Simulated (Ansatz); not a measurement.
# S on Hf(0001): change of the work function, part 2 of 3

Wanted: Δφ(θ) for S/Hf(0001), starting from the fcc site.

Ansatz 0.2.0; plane-wave DFT, PBEsol, Ansatz PAW (the session's first sound run).

So far, work function, upper face (eV): step 2 (the clean slab) 4.38; step 3 (37 atoms, coverage 0.111 ML, cell 3x3) 4.46.

## 4. The covered slab, k-mesh 6×6×1, coverage 0.25 ML

System of this step: S/Hf(0001). The cell holds 17 atoms: 16 Hf and 1 S. Cell: a = 6.400 Å, b = 6.400 Å, c = 27.723 Å, α = 90.0°, β = 90.0°, γ = 60.0°. Vacuum lies along c.

Another coverage, to see how the dipoles act on each other as their distance changes.

input.yaml reads:

```yaml
crystal:
  lattice:
    - [6.4, 0.0, 0.0]
    - [3.2, 5.5425625842, 0.0]
    - [0.0, 0.0, 27.7227404283]
  atoms:
    - { symbol: Hf, position: [0.3333333333, 0.3333333333, 0.3246432301] }
    - { symbol: Hf, position: [0.0, 0.0, 0.415947335] }
    - { symbol: Hf, position: [0.3333333333, 0.3333333333, 0.5089135937] }
    - { symbol: Hf, position: [0.0, 0.0, 0.592862125] }
    - { symbol: Hf, position: [0.3333333333, 0.8333333333, 0.3246432301] }
    - { symbol: Hf, position: [0.0, 0.5, 0.415947335] }
    - { symbol: Hf, position: [0.3333333333, 0.8333333333, 0.5089135937] }
    - { symbol: Hf, position: [0.0, 0.5, 0.592862125] }
    - { symbol: Hf, position: [0.8333333333, 0.3333333333, 0.3246432301] }
    - { symbol: Hf, position: [0.5, 0.0, 0.415947335] }
    - { symbol: Hf, position: [0.8333333333, 0.3333333333, 0.5089135937] }
    - { symbol: Hf, position: [0.5, 0.0, 0.592862125] }
    - { symbol: Hf, position: [0.8333333333, 0.8333333333, 0.3246432301] }
    - { symbol: Hf, position: [0.5, 0.5, 0.415947335] }
    - { symbol: Hf, position: [0.8333333333, 0.8333333333, 0.5089135937] }
    - { symbol: Hf, position: [0.5, 0.5, 0.592862125] }
    - { symbol: S, position: [0.1666666667, 0.1666666667, 0.6753567699] }
kpoints:
  mp_grid: { grid: [6, 6, 1] }
hamiltonian:
  xc: pbesol
scf:
  occupations: { method: fermi_dirac, width: 0.1 }
  convergence: { dr2_threshold: 1.0e-08 }
efield:
  axis: 3
  dipole_correction: true
  ramp_position: 0.97
  ramp_width: 0.06
relax:
  f_tol: 0.02
  max_steps: 60
  constraints: [{ sites: [0, 1, 4, 5, 8, 9, 12, 13] }]
output:
  bader: true
  dos: { projected: true, e_range: [-8, 4] }
  write_potential: true
  write_density: true
  volumetric_format: npy
  elf: true
```

Launch:

```console
$ ansatz run input.yaml --threads 4 --pin off --max-ram 12288MiB --backend cpu --events-out ev --progress --plain --runs-dir out
```

Wall time 6.4 min (4 threads of Arm Neoverse V2, shared host); peak memory 5.5 GiB.

Step by step:

```
step  energy less that of the first step (eV)  largest force component (eV/Å)
   1                                   0.0000                          3.6086
   2                                  -0.8492                          2.6720
   3                                  -1.2803                          1.0890
   4                                  -1.3851                          0.4468
   5                                  -1.4012                          0.1946
   6                                  -1.4053                          0.0116
```

Forces are held to the 6 operations that the run works with; a distortion that breaks them can't arise in this run.

The atoms that moved most (Å):

```
atom      dx      dy      dz  length
 S17   0.000   0.000  -0.610   0.610
Hf12   0.051  -0.029   0.039   0.071
 Hf8   0.000   0.059   0.039   0.071
 Hf4  -0.051  -0.029   0.039   0.071
Hf15   0.000   0.000  -0.053   0.053
Hf16   0.000   0.000  -0.031   0.031
Hf11   0.016  -0.009  -0.002   0.019
 Hf3  -0.016  -0.009  -0.002   0.019
```

The relaxed structure:

```cif
data_structure
_symmetry_space_group_name_H-M 'P 1'
_symmetry_Int_Tables_number 1
_cell_length_a 6.4000
_cell_length_b 6.4000
_cell_length_c 27.7227
_cell_angle_alpha 90.000
_cell_angle_beta 90.000
_cell_angle_gamma 60.000
_cell_volume 983.39
loop_
_atom_site_label
_atom_site_type_symbol
_atom_site_fract_x
_atom_site_fract_y
_atom_site_fract_z
_atom_site_occupancy
Hf1 Hf 0.33333 0.33333 0.32464 1
Hf2 Hf 0.00000 0.00000 0.41595 1
Hf3 Hf 0.33167 0.33167 0.50883 1
Hf4 Hf 0.99470 0.99470 0.59427 1
Hf5 Hf 0.33333 0.83333 0.32464 1
Hf6 Hf 0.00000 0.50000 0.41595 1
Hf7 Hf 0.33167 0.83665 0.50883 1
Hf8 Hf 0.99470 0.51060 0.59427 1
Hf9 Hf 0.83333 0.33333 0.32464 1
Hf10 Hf 0.50000 0.00000 0.41595 1
Hf11 Hf 0.83665 0.33167 0.50883 1
Hf12 Hf 0.51060 0.99470 0.59427 1
Hf13 Hf 0.83333 0.83333 0.32464 1
Hf14 Hf 0.50000 0.50000 0.41595 1
Hf15 Hf 0.83333 0.83333 0.50700 1
Hf16 Hf 0.50000 0.50000 0.59176 1
S17 S 0.16667 0.16667 0.65336 1
```

Numbers from this step:

- energy at zero smearing: -250448.0700 eV
- work function, upper face: 4.603 eV
- work function, lower face: 4.444 eV
- dipole along the normal: -0.03112 e·Å
- step between the vacuum levels: 0.1587 eV

The density of states has structure finer than the step of the table below, so its rows give means over 0.25 eV, whole bins alone (the curve runs from -8 to 1.98 eV). Peaks (eV: height): -1.080: 48.6, -0.960: 62.8, -0.810: 39.3, 0.630: 49.0, 1.170: 42.1, 1.260: 52.1, 1.620: 38.5.

Table of density of states by energy, zero at the Fermi level; means over each step:

```
energy (eV)  density of states (states/eV a cell)
      -7.00                                6.1e-4
      -6.75                                 0.798
      -6.50                                  1.01
      -6.25                                  1.15
      -6.00                                  1.15
      -5.75                                  2.04
      -5.50                                  3.21
      -5.25                                  2.58
      -5.00                                  2.49
      -4.75                                  5.68
      -4.50                                  5.01
      -4.25                                  8.02
      -4.00                                  8.56
      -3.75                                  9.09
      -3.50                                  9.85
      -3.25                                  7.72
      -3.00                                  12.8
      -2.75                                  8.31
      -2.50                                  14.2
      -2.25                                  13.6
      -2.00                                  18.4
      -1.75                                  8.92
      -1.50                                  14.1
      -1.25                                  16.7
      -1.00                                  27.1
      -0.75                                  24.3
      -0.50                                  13.9
      -0.25                                  20.3
       0.00                                  23.4
       0.25                                  22.8
       0.50                                  23.7
       0.75                                  21.8
       1.00                                  24.9
       1.25                                  27.8
       1.50                                  19.3
       1.75                                  21.1
```

Projected DOS per atom over height of the atomic layer and energy from the Fermi level. Layers: Hf4 Hf4 Hf4 Hf4 S from below.

Ten even steps from '_' (0.00 states/eV) to '@' (3.53 states/eV), each cell a mean:
```
::--==--__
::--====__
==--::--__
++--::--__
++::::--__
--::::::__
========__
::::::::__
..::::::::
::::::::::
..::......
........::
........++
______::@@
________..
__________
__________
__________
__________
__________
__________
__________
```
Columns: height of the atomic layer (Å) from 9 to 18.1 (not evenly spaced); rows upwards: energy from the Fermi level (eV) from -7.96 to 1.95.

Electrostatic potential energy in the ca plane at fractional y = 0.000, with atoms of Hf within 0.2 Å of it. With pseudopotentials it is smooth inside the atoms' cores, unlike the true potential.

Ten even steps from '0' (-35 eV) to '9' (9 eV), each cell a mean:
```
99973000158999998610002689999999999999999999
88886211478888888741015799999999999999999999
67888766788876778876567899999999999999999999
57899888898765578988888999999999999999999999
57899888898765578988888999999999999999999999
67888656788876788875567899999999999999999999
88886211478888888741015789999999999999999999
99973000158999998610002689999999999999999999
99973010058999998610102689999999999999999999
89985000268998898730004789999999999999999999
78887534688887788875457889999999999999999999
67898877888865578888788878899999999999999999
57899888998764468998888877899999999999999999
67898877888865578888788888899999999999999999
78887533688887788864457889999999999999999999
89984000268998898730004789999999999999999999
99973010058999998610102689999999999999999999
```
Columns run along c (16.0 Å, from fractional 0.34 to 0.91 of the cell; values clipped at the 3rd and 97th percentile), rows up along a (6.4 Å). Atoms in or near the plane, at fractional coordinates: Hf at (0.42, 0.00), Hf at (0.59, 0.99), Hf at (0.42, 0.50), Hf at (0.59, 0.51).

ELF in the ca plane at fractional y = 0.000, with atoms of Hf within 0.2 Å of it. It is the smooth field of the valence electrons, not physical close to the nuclei.

Ten even steps from '0' (0.00) to '9' (0.84), each cell a mean:
```
77525999833677785279997200000000000000000000
34422687423433344247874100000000000000000000
22332232223212223222332221100000000000000000
31244322343123312443234543100000000000000000
31244322343123312442234443100000000000000000
22332232223212223222332221100000000000000000
34422687423433344247874100000000000000000000
77525999833677785279997200000000000000000000
88526999843778885279997212211000000000000000
56523899623554565258984246653100000000000000
23332354223322224323432589875310000000000000
21243222233123212332125899986420000000000000
31245433453124322443236999997420000000000000
21243222233123212332125899986420000000000000
23322355223322234224432589875310000000000000
56524899623554565258984246643100000000000000
88526999843778885279997212211000000000000000
```
Columns run along c (16.0 Å, from fractional 0.34 to 0.91 of the cell), rows up along a (6.4 Å). Atoms in or near the plane, at fractional coordinates: Hf at (0.42, 0.00), Hf at (0.59, 0.99), Hf at (0.42, 0.50), Hf at (0.59, 0.51).

Valence density in the ca plane at fractional y = 0.000, with atoms of Hf within 0.2 Å of it. It is the smooth field of the valence electrons, not physical close to the nuclei.

Values in e/Å³, 9 rows by 16 columns, each cell a mean:
```
 0  1 12  1  0  0  2 13  1  0  0  0  0  0  0  0
 0  0  1  0  0  0  0  1  0  0  0  0  0  0  0  0
 0  0  0  0  0  0  0  0  0  0  0  0  0  0  0  0
 0  1  7  1  0  0  1  8  1  0  0  0  0  0  0  0
 0  2 21  2  0  0  3 20  1  0  0  0  0  0  0  0
 0  0  3  0  0  0  0  2  0  0  0  0  0  0  0  0
 0  0  0  0  1  1  0  0  0  0  0  0  0  0  0  0
 0  0  1  0  0  0  0  1  0  0  0  0  0  0  0  0
 0  2 18  1  0  0  2 16  1  0  0  0  0  0  0  0
```
Columns run along c (16.0 Å, from fractional 0.34 to 0.91 of the cell), rows up along a (6.4 Å). Atoms in or near the plane, at fractional coordinates: Hf at (0.42, 0.00), Hf at (0.59, 0.99), Hf at (0.42, 0.50), Hf at (0.59, 0.51).

The relaxation took 6 steps and lowered the energy by 1.4 eV; the largest force on the free atoms ends at 0.012 eV/Å.

By hand: a sheet of dipoles makes a step −p/(ε₀A) in the electron's potential. With e/ε₀ = 180.95 V·Å, p = -0.03112 e·Å and A = 35.47 Å², that is −180.95 × (-0.03112) / 35.47 = +0.159 eV, and the two vacuum levels of the run differ by +0.159 eV.

The covered face has 4.60 eV, +0.22 eV against the clean one; the bare back face has moved by -0.01 eV, a measure of how thin the slab is.

## 5. The covered slab, k-mesh 6×6×1, coverage 0.5 ML

System of this step: S/Hf(0001). The cell holds 18 atoms: 16 Hf and 2 S. Cell: a = 6.400 Å, b = 6.400 Å, c = 27.723 Å, α = 90.0°, β = 90.0°, γ = 60.0°. Vacuum lies along c.

Edit input.yaml of step 4 so:

```diff
@@ -23,2 +23,3 @@
     - { symbol: S, position: [0.1666666667, 0.1666666667, 0.6753567699] }
+    - { symbol: S, position: [0.6666666667, 0.1666666667, 0.6753567699] }
 kpoints:
@@ -45,2 +46 @@
   volumetric_format: npy
-  elf: true
```

Wall time 15 min (4 threads); peak memory 6.4 GiB.

The steps of the relaxation:

```
step  energy less that of the first step (eV)  largest force component (eV/Å)
   1                                   0.0000                          3.2721
   2                                  -1.9312                          2.7147
   3                                  -2.7666                          0.5502
   4                                  -2.8876                          0.7488
   5                                  -2.9492                          0.1691
   6                                  -2.9545                          0.0554
   7                                  -2.9554                          0.0178
```

Forces are held to the 4 operations that the run works with; a distortion that breaks them can't arise in this run.

The atoms that moved most (Å):

```
atom     dx      dy      dz  length
 S18  0.000   0.152  -0.576   0.596
 S17  0.000   0.152  -0.576   0.596
 Hf4  0.000  -0.012   0.102   0.102
Hf12  0.000  -0.012   0.102   0.102
Hf16  0.000   0.055   0.002   0.055
 Hf8  0.000   0.055   0.002   0.055
 Hf7  0.000   0.033  -0.035   0.048
Hf15  0.000   0.033  -0.035   0.048
```

The relaxed structure:

```
Hf S
1.0
     6.40000    0.00000    0.00000
     3.20000    5.54256    0.00000
     0.00000    0.00000   27.72274
Hf S
16 2
Direct
  0.33333 0.33333 0.32464
  0.00000 0.00000 0.41595
  0.33337 0.33326 0.50803
  0.00107 0.99786 0.59653
  0.33333 0.83333 0.32464
  0.00000 0.50000 0.41595
  0.33037 0.83926 0.50764
  0.99503 0.50993 0.59293
  0.83333 0.33333 0.32464
  0.50000 0.00000 0.41595
  0.83337 0.33326 0.50803
  0.50107 0.99786 0.59653
  0.83333 0.83333 0.32464
  0.50000 0.50000 0.41595
  0.83037 0.83926 0.50764
  0.49503 0.50993 0.59293
  0.15292 0.19416 0.65458
  0.65292 0.19416 0.65458
```

The relaxation took 7 steps and lowered the energy by 3.0 eV; the largest force on the free atoms ends at 0.018 eV/Å.

The covered face has 5.16 eV, +0.78 eV against the clean one; the bare back face has moved by -0.01 eV, a measure of how thin the slab is.

## 6. The covered slab, k-mesh 11×11×1, coverage 1 ML

System of this step: S/Hf(0001). The cell holds 5 atoms: 4 Hf and 1 S. Cell: a = 3.200 Å, b = 3.200 Å, c = 27.723 Å, α = 90.0°, β = 90.0°, γ = 60.0°. Vacuum lies along c.

input.yaml, the sections that differ from step 5:

```yaml
crystal:
  lattice:
    - [3.2, 0.0, 0.0]
    - [1.6, 2.7712812921, 0.0]
    - [0.0, 0.0, 27.7227404283]
  atoms:
    - { symbol: Hf, position: [0.6666666667, 0.6666666667, 0.3246432301] }
    - { symbol: Hf, position: [0.0, 0.0, 0.415947335] }
    - { symbol: Hf, position: [0.6666666667, 0.6666666667, 0.5089135937] }
    - { symbol: Hf, position: [0.0, 0.0, 0.592862125] }
    - { symbol: S, position: [0.3333333333, 0.3333333333, 0.6753567699] }
kpoints:
  mp_grid: { grid: [11, 11, 1] }
relax:
  f_tol: 0.02
  max_steps: 60
  constraints: [{ sites: [0, 1] }]
output:
  bader: true
  write_potential: true
  write_density: true
  volumetric_format: npy
# hamiltonian, scf, efield: as in step 5
```

It took 39 s on 4 threads; peak memory 0.75 GiB.

Step by step:

```
step  energy less that of the first step (eV)  largest force component (eV/Å)
   1                                   0.0000                          3.2777
   2                                  -0.9062                          2.0126
   3                                  -1.3085                          0.2409
   4                                  -1.3395                          0.0943
   5                                  -1.3400                          0.0432
   6                                  -1.3401                          0.0014
```

Forces are held to the 6 operations that the run works with; a distortion that breaks them can't arise in this run.

The atoms that moved most (Å):

```
atom     dx     dy      dz  length
  S5  0.000  0.000  -0.565   0.565
 Hf4  0.000  0.000   0.113   0.113
 Hf3  0.000  0.000  -0.069   0.069
```

Final coordinates:

```cif
data_structure
_symmetry_space_group_name_H-M 'P 1'
_symmetry_Int_Tables_number 1
_cell_length_a 3.2000
_cell_length_b 3.2000
_cell_length_c 27.7227
_cell_angle_alpha 90.000
_cell_angle_beta 90.000
_cell_angle_gamma 60.000
_cell_volume 245.85
loop_
_atom_site_label
_atom_site_type_symbol
_atom_site_fract_x
_atom_site_fract_y
_atom_site_fract_z
_atom_site_occupancy
Hf1 Hf 0.66667 0.66667 0.32464 1
Hf2 Hf 0.00000 0.00000 0.41595 1
Hf3 Hf 0.66667 0.66667 0.50643 1
Hf4 Hf 0.00000 0.00000 0.59694 1
S5 S 0.33333 0.33333 0.65497 1
```

The relaxation took 6 steps and lowered the energy by 1.3 eV; the largest force on the free atoms ends at 0.0014 eV/Å.

The covered face has 5.80 eV, +1.42 eV against the clean one; the bare back face has moved by -0.01 eV, a measure of how thin the slab is.

## 7. Work function against coverage

This step: plane-wave DFT, PBEsol, Ansatz PAW; work function against coverage (Ansatz 0.2.0).

The runs are now put side by side.

This step gave:

```yaml
work_function_of_the_clean_face: 4.380 eV
largest_change_of_the_work_function: 1.423 eV
```

Table of work function of the covered face by coverage:

```
coverage (adsorbates/nm²)  work function of the covered face (eV)
                     0.00                                    4.38
                     1.25                                    4.46
                     2.82                                    4.60
                     5.64                                    5.16
                    11.28                                    5.80
```

The dipole per adsorbate comes from the change of the cell's dipole. Coverage, by row:

```
coverage (1/nm²)  coverage (ML)  work function (eV)  change (eV)  dipole per adsorbate, positive end outwards (debye)  mean height of the added atoms over the highest substrate atom (Å)
           1.253         0.1111               4.461      0.08127                                               -0.183                                                               1.617
           2.819           0.25               4.603        0.223                                               -0.218                                                               1.638
           5.638            0.5                5.16       0.7799                                                -0.37                                                               1.609
           11.28              1               5.803        1.423                                               -0.338                                                               1.609
```

## 8. The 0.25 ML cell at another level of theory, functional LDA

This step: plane-wave DFT, LDA, Ansatz PAW (Ansatz 0.2.0).

System of this step: S/Hf(0001). The cell holds 17 atoms: 16 Hf and 1 S. Its edges and angles: a = 6.400 Å, b = 6.400 Å, c = 27.723 Å, α = 90.0°, β = 90.0°, γ = 60.0°. Vacuum lies along c.

The geometry is kept and the functional is LDA.

input.yaml reads:

```yaml
crystal:
  lattice:
    - [6.4, 0.0, 0.0]
    - [3.2, 5.5425625842, 0.0]
    - [0.0, 0.0, 27.7227404283]
  atoms:
    - { symbol: Hf, position: [0.3333333333, 0.3333333333, 0.3246432301] }
    - { symbol: Hf, position: [0.0, 0.0, 0.415947335] }
    - { symbol: Hf, position: [0.3316726792, 0.3316726792, 0.5088293713] }
    - { symbol: Hf, position: [-0.0053002053, -0.0053002053, 0.5942710663] }
    - { symbol: Hf, position: [0.3333333333, 0.8333333333, 0.3246432301] }
    - { symbol: Hf, position: [0.0, 0.5, 0.415947335] }
    - { symbol: Hf, position: [0.3316726792, 0.8366546416, 0.5088293713] }
    - { symbol: Hf, position: [-0.0053002053, 0.5106004105, 0.5942710663] }
    - { symbol: Hf, position: [0.8333333333, 0.3333333333, 0.3246432301] }
    - { symbol: Hf, position: [0.5, 0.0, 0.415947335] }
    - { symbol: Hf, position: [0.8366546416, 0.3316726792, 0.5088293713] }
    - { symbol: Hf, position: [0.5106004105, -0.0053002053, 0.5942710663] }
    - { symbol: Hf, position: [0.8333333333, 0.8333333333, 0.3246432301] }
    - { symbol: Hf, position: [0.5, 0.5, 0.415947335] }
    - { symbol: Hf, position: [0.8333333333, 0.8333333333, 0.5069992005] }
    - { symbol: Hf, position: [0.5, 0.5, 0.59175501] }
    - { symbol: S, position: [0.1666666667, 0.1666666667, 0.6533552592] }
kpoints:
  mp_grid: { grid: [6, 6, 1] }
hamiltonian:
  xc: lda
scf:
  occupations: { method: fermi_dirac, width: 0.1 }
  convergence: { dr2_threshold: 1.0e-08 }
efield:
  axis: 3
  dipole_correction: true
  ramp_position: 0.97
  ramp_width: 0.06
output:
  write_potential: true
  write_density: true
  volumetric_format: npy
```

Elapsed: 77 s, on 4 threads; peak memory 5.1 GiB; 5.1 min of CPU time.

This step gave:

| Item | Value |
| --- | --- |
| energy at zero smearing | -248493.3411 eV |
| work function, upper face | 4.780 eV |
| work function, lower face | 4.556 eV |
| dipole along the normal | -0.04403 e·Å |
| step between the vacuum levels | 0.2246 eV |

The work function comes to 4.78 eV, +0.18 eV from the first level.

## 9. The 0.25 ML cell at another level of theory, functional PBE

This step: plane-wave DFT, PBE, Ansatz PAW (Ansatz 0.2.0).

The geometry is kept and the functional is PBE.

Edit input.yaml of step 8 so:

```diff
@@ -26,3 +26,3 @@
 hamiltonian:
-  xc: lda
+  xc: pbe
 scf:
```

Wall time 77 s (4 threads); peak memory 5.1 GiB; 5.1 min of CPU time.

This step gave:

```yaml
energy_at_zero_smearing: -252439.3832 eV
work_function_upper_face: 4.530 eV
work_function_lower_face: 4.375 eV
dipole_along_the_normal: -0.03034 e·Å
step_between_the_vacuum_levels: 0.1548 eV
```

The work function comes to 4.53 eV, -0.07 eV from the first level.

(Part 2 of 3 ends here.)

[Logs are printed without paths, hosts, clocks, repeated set-up lines and the standing remarks that a program may print on its own settings, such as how far it seeks lower states.]

[Hosts, paths, dates, database ids (printed as entryN), source tags and the programs' standing remarks are cut or masked in the printed files.]

[Maps of the electrostatic potential energy from Ansatz leave out the sawtooth potential of an applied field or a dipole correction, so their vacuum need not be flat; planar profiles and work functions include it.]

[The density of states shown here was stored with 400 of the rows of the run's finer table, so its peaks can read low, often by over a quarter, or be missed, and its means over a window can be off by a tenth or more.]
